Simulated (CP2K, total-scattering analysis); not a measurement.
# chloroform: neutron weights and totals by hand

A simulated model of chloroform at 295 K, fixed volume, from ab initio molecular dynamics with CP2K (revPBE-D3(BJ), Gaussian and plane waves, DZVP-MOLOPT-SR basis, GTH potentials, 300 Ry, CSVR thermostat, no spin, fixed volume, H with the mass of D). The average runs over 0.98 ps of 80 atoms, so shells between rare elements are rough. Mean temperature 308 K, largest m.s.d. 2.87 Å², energy drift -6 meV an atom (last third less first, no steady trend); the first quarter of the run is discarded. Start: last frame of a classical run of this cell at the same density and temperature. So short a stretch relaxes bonds and nearest shells but still remembers its start. It is a liquid as far as so short a run tells. Atom fractions Cl 0.6000, C 0.2000, H 0.2000; masses Cl 35.450, C 12.011, H 1.008 u; density 1.4800 g/cm³; coherent lengths Cl 9.5792, C 6.6472, H 6.6681 fm (H as D). Faber–Ziman partials at a few Q:

| Q (Å⁻¹) | S Cl–Cl | S Cl–H | S Cl–C | S C–H | S H–H | S C–C |
| --- | --- | --- | --- | --- | --- | --- |
| 1.40 | 0.523 | 1.120 | 3.305 | 6.096 | 2.570 | 5.016 |
| 1.70 | 0.495 | -0.099 | 1.776 | 3.065 | 1.373 | 0.826 |
| 2.30 | 1.454 | 0.645 | -0.071 | 2.499 | 0.826 | 0.767 |

The pair function g(ClC), r in Å, every 0.06 Å up to its first minimum: 1.65 0.13, 1.71 6.31, 1.77 29.05, 1.83 17.86, 1.89 2.10, 1.95 0.10.

**Tasks.** (a) The number density. (b) The neutron weights. (c) The neutron S(Q) at the listed Q. (d) The number of C around Cl.

(a) The mean mass is 0.6000×35.450 + 0.2000×12.011 + 0.2000×1.008 = 23.874 u, so ρ₀ = 1.4800/(23.874 × 1.66054) = 0.03733 Å⁻³.

(b) ⟨b⟩ = 0.6000×9.5792 + 0.2000×6.6472 + 0.2000×6.6681 = 8.411 fm. The weight of a pair is ci cj bi bj (2 − δij)/⟨b⟩²: Cl–Cl 0.467, Cl–H 0.217, Cl–C 0.216, C–H 0.050, H–H 0.025, C–C 0.025; they sum to 1.000.

(c) S = 1 + Σ w (Sij − 1). At 1.40 Å⁻¹: 1 − 0.223 + 0.026 + 0.498 + 0.255 + 0.039 + 0.100 = 1.695; Cl–C pushes up most; Cl–Cl pulls down most. At 1.70 Å⁻¹: 1 − 0.236 − 0.238 + 0.168 + 0.104 + 0.009 − 0.004 = 0.803; Cl–C pushes up most; Cl–H pulls down most. At 2.30 Å⁻¹: 1 + 0.212 − 0.077 − 0.231 + 0.075 − 0.004 − 0.006 = 0.969; Cl–Cl pushes up most; Cl–C pulls down most.

(d) n = 4πρ₀ c(C) Σ r² g Δr. The sum Σ r² g over the listed points is 177.5 Å², so n = 4π × 0.03733 × 0.2000 × 177.5 × 0.06 = 1.00; counting pairs in the frames up to 2.28 Å gives 1.00. By balance, each C has n c(Cl)/c(C) = 3.00 Cl.
